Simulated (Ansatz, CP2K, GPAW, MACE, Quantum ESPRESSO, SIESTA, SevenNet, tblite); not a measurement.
# CP2K on (5,5) carbon nanotube bundle (80 atoms): settings against a plane-wave reference

Wanted: CP2K inputs and outputs for (5,5) carbon nanotube bundle (80 atoms), checked against a plane-wave reference.

Method: the method is named at each step, in CP2K 2026.2.

### Step 1. Set-up

The cell holds 80 atoms: 80 C. Its edges and angles: a = 10.081 Å, b = 10.081 Å, c = 9.840 Å, α = 90.0°, β = 90.0°, γ = 120.0°. It derives from C (graphene). Graphene sheet (a = 2.46 Å) rolled into a (5,5) tube of diameter 6.78 Å, 4 periods, hexagonal bundle with 3.3 Å between walls; not relaxed, displaced by a Gaussian of 0.02 Å. Then every atom was moved at random, 0.05 Å r.m.s. a Cartesian component. The structure's axis is c.

The yardstick, on the same geometry:

| Property | Result |
| --- | --- |
| method | Kohn-Sham DFT, PBE, PAW, plane waves (Ansatz 0.2.0); cutoff 420 eV, Γ point, fermi-dirac smearing of 0.05 eV; PAW set soft_2 |
| r.m.s. force component | 3.574 eV/Å |
| longest force | 12.31 eV/Å |
| pressure | 9.874 GPa |
| SCF cycles | 9 |
| time | 9.4 s on 4 threads of Arm Neoverse V1, shared host |
| CPU time | 35 s |

### Step 2. PBE, DZVP-UZH, 450/50 Ry, diagonalisation

Method: Kohn-Sham DFT, PBE, GTH-PBE pseudopotentials, Gaussian and plane waves, DZVP-MOLOPT (UZH set), diagonalisation.

input.inp

```
&GLOBAL
  PROJECT cell
  RUN_TYPE ENERGY_FORCE
  PRINT_LEVEL LOW
&END GLOBAL
&FORCE_EVAL
  METHOD QS
  STRESS_TENSOR ANALYTICAL
  &DFT
    BASIS_SET_FILE_NAME BASIS_MOLOPT_UZH
    POTENTIAL_FILE_NAME POTENTIAL_UZH
    &MGRID
      CUTOFF 450
      REL_CUTOFF 50
    &END MGRID
    &QS
      EPS_DEFAULT 1.0E-12
    &END QS
    &SCF
      SCF_GUESS ATOMIC
      EPS_SCF 5.0E-06
      MAX_SCF 200
      ADDED_MOS 36
      &DIAGONALIZATION
        ALGORITHM STANDARD
      &END DIAGONALIZATION
      &SMEAR ON
        METHOD FERMI_DIRAC
        ELECTRONIC_TEMPERATURE [K] 580
      &END SMEAR
      &MIXING
        METHOD BROYDEN_MIXING
        ALPHA 0.15
        NBROYDEN 12
      &END MIXING
      &PRINT
        &RESTART OFF
        &END RESTART
      &END PRINT
    &END SCF
    &XC
      &XC_FUNCTIONAL PBE
      &END XC_FUNCTIONAL
    &END XC
    &PRINT
      &MULLIKEN ON
      &END MULLIKEN
      &HIRSHFELD ON
        SHAPE_FUNCTION DENSITY
      &END HIRSHFELD
      &MO ON
        EIGENVALUES T
        OCCUPATION_NUMBERS T
        MO_INDEX_RANGE 149 172
        &EACH
          QS_SCF 0
        &END EACH
        ADD_LAST NUMERIC
      &END MO
    &END PRINT
  &END DFT
  &SUBSYS
    &CELL
      A 10.08135 0.00000 0.00000
      B -5.04067 8.73070 0.00000
      C 0.00000 0.00000 9.84000
    &END CELL
    &COORD
      C 3.31692 0.68615 1.22331
      C 3.14629 1.34313 9.80999
      C 2.29079 2.56752 0.06957
      C 1.68757 2.88017 1.19458
      C 0.40164 3.39816 1.23020
      C -0.39937 3.23795 2.51983
      C 8.39454 2.87659 0.03414
      C 7.78386 2.53409 1.15836
      C 7.01355 1.33274 1.28186
      C 6.77769 0.66545 2.50408
      C 1.68974 7.96921 9.74662
      C 1.89621 7.38216 1.25076
      C 2.81245 6.19836 1.32594
      C 3.27579 5.68517 2.43127
      C 4.65320 5.46935 2.49621
      C 5.33173 5.45704 1.19694
      C 6.63514 5.80015 1.19999
      C -2.77277 6.27598 2.41552
      C -1.95512 7.39551 2.46551
      C -1.68676 8.11632 1.24732
      C 3.30603 0.72020 3.62565
      C 3.19589 1.33859 2.42182
      C 2.26306 2.52719 2.54807
      C 1.64946 2.99769 3.75829
      C 0.43748 3.32369 3.72385
      C -0.24870 3.39188 4.85594
      C 8.30960 2.96119 2.39388
      C 7.82580 2.65090 3.74028
      C 6.93930 1.40599 3.62988
      C 6.69109 0.58758 4.96408
      C 1.61247 8.07581 2.47791
      C 1.94263 7.32270 3.69866
      C 2.79254 6.11987 3.75908
      C 3.33874 5.83350 4.99813
      C 4.66243 5.37794 4.92581
      C 5.34786 5.38789 3.62929
      C 6.72895 5.74821 3.67189
      C -2.65043 6.25354 5.00866
      C -1.90890 7.31144 4.99045
      C -1.65404 8.03085 3.75927
      C 3.31606 0.64904 6.15915
      C 3.04356 1.39586 4.89107
      C 2.33061 2.48877 4.87542
      C 1.68177 3.02274 6.10493
      C 0.41102 3.37389 6.16289
      C -0.46349 3.35599 7.45193
      C -1.64961 2.90470 4.90298
      C 7.76466 2.52143 6.09716
      C 6.95215 1.27145 6.18867
      C 6.74190 0.75905 7.39683
      C 1.73289 8.03364 4.92964
      C 1.98754 7.42144 6.11094
      C 2.79460 6.31291 6.12510
      C 3.38663 5.76715 7.34999
      C 4.76888 5.34249 7.34851
      C 5.28858 5.30774 6.17401
[... 20 atom lines left out ...]
      C -3.29650 5.80836 8.58993
      C -2.81365 6.24533 9.80920
      C -1.88062 7.32602 9.78706
      C -1.66957 8.06734 8.51760
    &END COORD
    &KIND C
      BASIS_SET DZVP-MOLOPT-PBE-GTH-q4
      POTENTIAL GTH-PBE-q4
    &END KIND
  &END SUBSYS
  &PRINT
    &FORCES ON
    &END FORCES
    &STRESS_TENSOR ON
    &END STRESS_TENSOR
  &END PRINT
&END FORCE_EVAL
```

Started as:

```
$ OMP_NUM_THREADS=1 mpirun -np 4 cp2k.psmp -i input.inp > output.txt
```

Numbers of over 12 decimals in the logs are rounded to 6 here.

The program printed:

```text
CP2K| version string:                                       CP2K version 2026.2
 CP2K| Input file name                                                 input.inp
 GLOBAL| Basis set file name                                    BASIS_MOLOPT_UZH
 GLOBAL| Potential file name                                       POTENTIAL_UZH
 GLOBAL| Run type                                                   ENERGY_FORCE
 GLOBAL| Total number of message passing processes                             4
 GLOBAL| Number of threads for this process                                    1
 TOTAL NUMBERS AND MAXIMUM NUMBERS
  Total number of            - Atomic kinds:                                   1
                             - Atoms:                                         80
                             - Shell sets:                                    80
                             - Shells:                                       400
                             - Primitive Cartesian functions:                400
                             - Cartesian basis functions:                   1120
                             - Spherical basis functions:                   1040
  Maximum angular momentum of- Orbital basis functions:                        2
                             - Local part of the GTH pseudopotential:          2
                             - Non-local part of the GTH pseudopotential:      0
 SCF PARAMETERS         Density guess:                                    ATOMIC
                        max_scf:                                             200
                        eps_scf:                                        5.00E-06
                        added MOs                                        36    0
                        Mixing method:                            BROYDEN_MIXING
                                                charge density mixing in g-space
                        Smear method:                                FERMI_DIRAC
                        Electronic temperature [K]:                        580.0
                        Electronic temperature [a.u.]:                  1.84E-03
                        Accuracy threshold:                             1.00E-10
 Extrapolation method: initial_guess
 Number of electrons:                                                        320
 Number of occupied orbitals:                                                160
 Number of molecular orbitals:                                               196
 Number of orbital functions:                                               1040
 Number of independent orbital functions:                                   1040
 SCF WAVEFUNCTION OPTIMIZATION
  Step     Update method      Time    Convergence         Total energy    Change
     1 NoMix/Diag. 0.15E+00    3.4     0.75598067      -457.9905797971 -4.58E+02
     2 Broy./Diag. 0.15E+00    5.7     0.03476575      -414.9423007288  4.30E+01
     3 Broy./Diag. 0.15E+00    5.7     0.09553808      -441.0611415993 -2.61E+01
     4 Broy./Diag. 0.15E+00    5.7     0.04769290      -454.0585728985 -1.30E+01
[...]
16 Broy./Diag. 0.15E+00    5.8     0.00002455      -454.3576319642  1.17E-03
    17 Broy./Diag. 0.15E+00    5.8     0.00000486      -454.3572991708  3.33E-04
  *** SCF run converged in    17 steps ***
  Electronic density on regular grids:       -319.9999999999        0.0000000001
  Core density on regular grids:              319.9999999997       -0.0000000003
  Total charge density on r-space grids:       -0.0000000002
  Total charge density g-space grids:          -0.0000000002
  Overlap energy of the core charge distribution:               5.65673e-05
  Self energy of the core charge distribution:              -1066.537345
  Core Hamiltonian energy:                                    338.291850
  Hartree energy:                                             414.476017
  Exchange-correlation energy:                               -140.587871
  Electronic entropic energy:                                  -6.86003e-06
  Fermi energy:                                                 0.147462
  Total energy:                                              -454.357299
  Total energy (extrapolated to T->0):                       -454.357296
 MO| EIGENVALUES AND OCCUPATION NUMBERS
 MO|
 MO|  Index      Eigenvalue [a.u.]        Eigenvalue [eV]             Occupation
 MO|    149               0.050726               1.380317               2.000000
 MO|    150               0.055050               1.497992               2.000000
 MO|    151               0.058077               1.580364               2.000000
[...]
MO|    171               0.231438               6.297756               0.000000
 MO|    172               0.231530               6.300251               0.000000
 MO| Sum:                                                             320.000000
 MO| E(Fermi):            0.147462 a.u.          4.012656 eV
 !-----------------------------------------------------------------------------!
                     Mulliken Population Analysis
 #  Atom  Element  Kind  Atomic population                           Net charge
       1     C        1          3.969761                              0.030239
       2     C        1          4.011815                             -0.011815
       3     C        1          4.019960                             -0.019960
[...]
79     C        1          4.030208                             -0.030208
      80     C        1          4.008654                             -0.008654
 # Total charge                            320.000000                  0.000000
 !-----------------------------------------------------------------------------!
 !-----------------------------------------------------------------------------!
                           Hirshfeld Charges
  #Atom  Element  Kind  Ref Charge     Population                    Net charge
      1       C      1       4.000          4.018                        -0.018
      2       C      1       4.000          3.980                         0.020
      3       C      1       4.000          4.005                        -0.005
[...]
79       C      1       4.000          3.988                         0.012
     80       C      1       4.000          4.008                        -0.008
  Total Charge                                                           -0.000
 !-----------------------------------------------------------------------------!
 ENERGY| Total FORCE_EVAL ( QS ) energy [hartree]           -454.357267
 FORCES| Atomic forces [hartree/bohr]
 FORCES|   Atom     x               y               z               |f|
 FORCES|      1  2.03871042E-02  9.08980699E-02 -4.67538657E-02   1.04230596E-01
 FORCES|      2 -1.46600245E-02  2.32258162E-02  2.40275331E-02   3.64921526E-02
 FORCES|      3  2.96124688E-02 -5.51908162E-02 -1.31046160E-01   1.45244692E-01
[...]
FORCES|     79  8.93106072E-03  5.33373209E-02  3.90337542E-02   6.66953343E-02
 FORCES|     80 -1.51052457E-02 -1.67507628E-01  1.05237093E-01   1.98398134E-01
 FORCES| Sum     3.08630100E-05 -1.50486884E-05  1.42979580E-04
 FORCES| Total atomic force                                       1.47044716E-04
 STRESS| Analytical stress tensor [bar]
 STRESS|                        x                   y                   z
 STRESS|      x        1.05042348816E+05  -7.07156825719E+03   1.31318589336E+04
 STRESS|      y       -7.07156825719E+03   1.49800718460E+05  -2.77712627849E+03
 STRESS|      z        1.31318589336E+04  -2.77712627849E+03   6.39676075909E+04
 STRESS| 1/3 Trace                                             1.06270224956E+05
```

It took 1.9 min on 4 MPI ranks of Arm Neoverse V1, shared host; peak memory 2.8 GiB.

Banners, paths, timers and routine set-up lines are dropped from the logs unmarked, and long logs keep their key lines alone; longer cuts are marked.

Against the reference:

* r.m.s. force component: 3.633 eV/Å
* r.m.s. difference of force components: 63.07 meV/Å
* longest difference of force vectors: 191.8 meV/Å
* force difference over r.m.s. force: 1.764 %
* slope of forces against the reference's: 1.016
* correlation of force components: 1
* pressure: 10.63 GPa
* pressure difference: 0.7529 GPa

A closer look about C28, picked at random: 10 atoms, nearest first, numbered in the order of the input, with positions taken from that point.

```tsv
atom	x	y	z	distance (Å)	bonds	Hirshfeld charge (e)	Fx	Fy	Fz (eV/Å)
C28	0.00	0.00	0.00	0.00	3	0.00	-4.01	-4.39	-5.45
C47	0.61	0.25	1.16	1.34	3	-0.01	1.12	1.56	2.29
C27	0.48	0.31	-1.35	1.46	3	0.00	1.97	0.66	3.74
C29	-0.89	-1.24	-0.11	1.53	3	0.01	0.42	0.37	6.50
C6	1.86	0.59	-1.22	2.30	3	0.02	3.41	2.11	-3.75
C48	-0.06	-0.13	2.36	2.36	3	0.01	1.00	-0.44	3.34
C26	2.01	0.74	1.12	2.41	3	0.01	-3.49	-0.10	6.06
C10	-1.05	-1.99	-1.24	2.56	3	-0.02	-0.26	5.26	-1.88
C8	-0.04	-0.12	-2.58	2.58	3	-0.01	-1.87	-1.99	4.41
C30	-1.13	-2.06	1.22	2.65	3	0.00	0.76	9.31	-2.79
```

Forces lie 1.8 % from the reference's, at 13 times its CPU time.

### Step 3. PBE+D3, DZVP-UZH, 450/50 Ry, diagonalisation

Method: Kohn-Sham DFT, PBE+D3, GTH-PBE pseudopotentials, Gaussian and plane waves, DZVP-MOLOPT (UZH set), diagonalisation.

input.inp: that of step 2 with these lines changed.

```diff
@@ -43,2 +43,10 @@
       &END XC_FUNCTIONAL
+      &VDW_POTENTIAL
+        POTENTIAL_TYPE PAIR_POTENTIAL
+        &PAIR_POTENTIAL
+          TYPE DFTD3
+          PARAMETER_FILE_NAME dftd3.dat
+          REFERENCE_FUNCTIONAL PBE
+        &END PAIR_POTENTIAL
+      &END VDW_POTENTIAL
     &END XC
```

The program printed:

```text
CP2K| version string:                                       CP2K version 2026.2
 CP2K| Input file name                                                 input.inp
 GLOBAL| Basis set file name                                    BASIS_MOLOPT_UZH
 GLOBAL| Potential file name                                       POTENTIAL_UZH
 GLOBAL| Run type                                                   ENERGY_FORCE
 GLOBAL| Total number of message passing processes                             4
 GLOBAL| Number of threads for this process                                    1
[... lines left out ...]
                        Smear method:                                FERMI_DIRAC
[... lines left out ...]
 Number of electrons:                                                        320
[... lines left out ...]
  Step     Update method      Time    Convergence         Total energy    Change
[... lines left out ...]
  *** SCF run converged in    17 steps ***
[... lines left out ...]
  Fermi energy:                                                 0.147462
  Total energy:                                              -454.557486
  Total energy (extrapolated to T->0):                       -454.557482
[... lines left out ...]
 MO| E(Fermi):            0.147462 a.u.          4.012656 eV
[... lines left out ...]
     80       C      1       4.000          4.008                        -0.008
  Total Charge                                                           -0.000
 !-----------------------------------------------------------------------------!
 ENERGY| Total FORCE_EVAL ( QS ) energy [hartree]           -454.557453
 FORCES| Atomic forces [hartree/bohr]
 FORCES|   Atom     x               y               z               |f|
 FORCES|      1  2.09729749E-02  9.11305387E-02 -4.69667076E-02   1.04644696E-01
 FORCES|      2 -1.40795180E-02  2.39392326E-02  2.41971939E-02   3.68350903E-02
 FORCES|      3  3.00280465E-02 -5.47482518E-02 -1.31239033E-01   1.45336639E-01
[...]
FORCES|     79  9.70246630E-03  5.27810227E-02  3.97347876E-02   6.67744529E-02
 FORCES|     80 -1.42613084E-02 -1.68147914E-01  1.06049518E-01   1.99307818E-01
 FORCES| Sum     3.08630100E-05 -1.50486884E-05  1.42979580E-04
 FORCES| Total atomic force                                       1.47044716E-04
 STRESS| Analytical stress tensor [bar]
 STRESS|                        x                   y                   z
 STRESS|      x        9.94681485352E+04  -7.22628218614E+03   1.30744734037E+04
 STRESS|      y       -7.22628218614E+03   1.44342793478E+05  -2.83498402206E+03
 STRESS|      z        1.30744734037E+04  -2.83498402206E+03   6.59226292905E+04
 STRESS| 1/3 Trace                                             1.03244523768E+05
```

Wall time 1.9 min (4 MPI ranks); peak memory 2.8 GiB; 7.6 min of CPU time.

Numbers from this run, and their distance from the reference:

```
r.m.s. force component                  : 3.648 eV/Å
r.m.s. difference of force components   : 84.67 meV/Å
longest difference of force vectors     : 249.9 meV/Å
force difference over r.m.s. force      : 2.369 %
slope of forces against the reference's : 1.02
correlation of force components         : 0.9999
pressure                                : 10.32 GPa
pressure difference                     : 0.4504 GPa
```

Against the first run (1.8 %), the force difference from the reference is 2.4 %, at 1.0 times the CPU time; the model has changed, so this is no error of the program alone.

### Step 4. PBE, DZVP-UZH, 450/30 Ry, diagonalisation

Method: Kohn-Sham DFT, PBE, GTH-PBE pseudopotentials, Gaussian and plane waves, DZVP-MOLOPT (UZH set), diagonalisation.

input.inp: that of step 3 with these lines changed.

```diff
@@ -13,3 +13,3 @@
       CUTOFF 450
-      REL_CUTOFF 50
+      REL_CUTOFF 30
     &END MGRID
@@ -43,10 +43,2 @@
       &END XC_FUNCTIONAL
-      &VDW_POTENTIAL
-        POTENTIAL_TYPE PAIR_POTENTIAL
-        &PAIR_POTENTIAL
-          TYPE DFTD3
-          PARAMETER_FILE_NAME dftd3.dat
-          REFERENCE_FUNCTIONAL PBE
-        &END PAIR_POTENTIAL
-      &END VDW_POTENTIAL
     &END XC
```

The program printed:

```text
CP2K| version string:                                       CP2K version 2026.2
 CP2K| Input file name                                                 input.inp
 GLOBAL| Basis set file name                                    BASIS_MOLOPT_UZH
 GLOBAL| Potential file name                                       POTENTIAL_UZH
[... lines left out ...]
 Number of electrons:                                                        320
[... lines left out ...]
  Step     Update method      Time    Convergence         Total energy    Change
[... lines left out ...]
  *** SCF run converged in    17 steps ***
[... lines left out ...]
  Fermi energy:                                                 0.147462
  Total energy:                                              -454.357338
  Total energy (extrapolated to T->0):                       -454.357335
[... lines left out ...]
 MO| E(Fermi):            0.147462 a.u.          4.012643 eV
[... lines left out ...]
 ENERGY| Total FORCE_EVAL ( QS ) energy [hartree]           -454.357292
[... lines left out ...]
 FORCES|      1  2.03862452E-02  9.08988263E-02 -4.67546299E-02   1.04231430E-01
 FORCES|      2 -1.46598752E-02  2.32242216E-02  2.40276103E-02   3.64911286E-02
 FORCES|      3  2.96134693E-02 -5.51890563E-02 -1.31044140E-01   1.45242405E-01
[...]
FORCES|     79  8.93163190E-03  5.33385938E-02  3.90327198E-02   6.66958234E-02
 FORCES|     80 -1.51060632E-02 -1.67505737E-01  1.05236023E-01   1.98396033E-01
 FORCES| Sum     2.01638877E-05 -3.06872611E-05  1.47846224E-04
 FORCES| Total atomic force                                       1.52337771E-04
 STRESS| Analytical stress tensor [bar]
 STRESS|                        x                   y                   z
 STRESS|      x        1.05083839765E+05  -7.08372250179E+03   1.31320228892E+04
 STRESS|      y       -7.08372250179E+03   1.49822301746E+05  -2.77717499298E+03
 STRESS|      z        1.31320228892E+04  -2.77717499298E+03   6.39661250131E+04
 STRESS| 1/3 Trace                                             1.06290755508E+05
```

Wall time 89 s (4 MPI ranks); peak memory 2.7 GiB; 6 min of CPU time.

Compared with the plane-wave run:

```
r.m.s. force component                          : 3.633 eV/Å
r.m.s. difference of force components           : 63.07 meV/Å
longest difference of force vectors             : 191.7 meV/Å
force difference over r.m.s. force              : 1.764 %
slope of forces against the reference's         : 1.016
correlation of force components                 : 1
pressure                                        : 10.63 GPa
pressure difference                             : 0.755 GPa
energy less the same-level run's                : -0.0085 meV/atom
r.m.s. force difference from the same-level run : 0.093 meV/Å
```

This is a coarse setting, run to see what it loses.

Against the first run (1.8 %), the force difference from the reference is 1.8 %, at 0.79 times the CPU time: the change moves forces by 0.093 meV/Å r.m.s., so most of the difference comes from elsewhere.

[end of part 1 of 2]

[Also dropped from logs without a mark: logging warnings of Python, and SIESTA's first energy breakdown and zero terms.]

[Logs are printed without paths, hosts, clocks, repeated set-up lines and the standing remarks that a program may print on its own settings, such as how far it seeks lower states.]

[Hosts, paths, dates, database ids (printed as entryN), source tags and the programs' standing remarks are cut or masked in the printed files.]
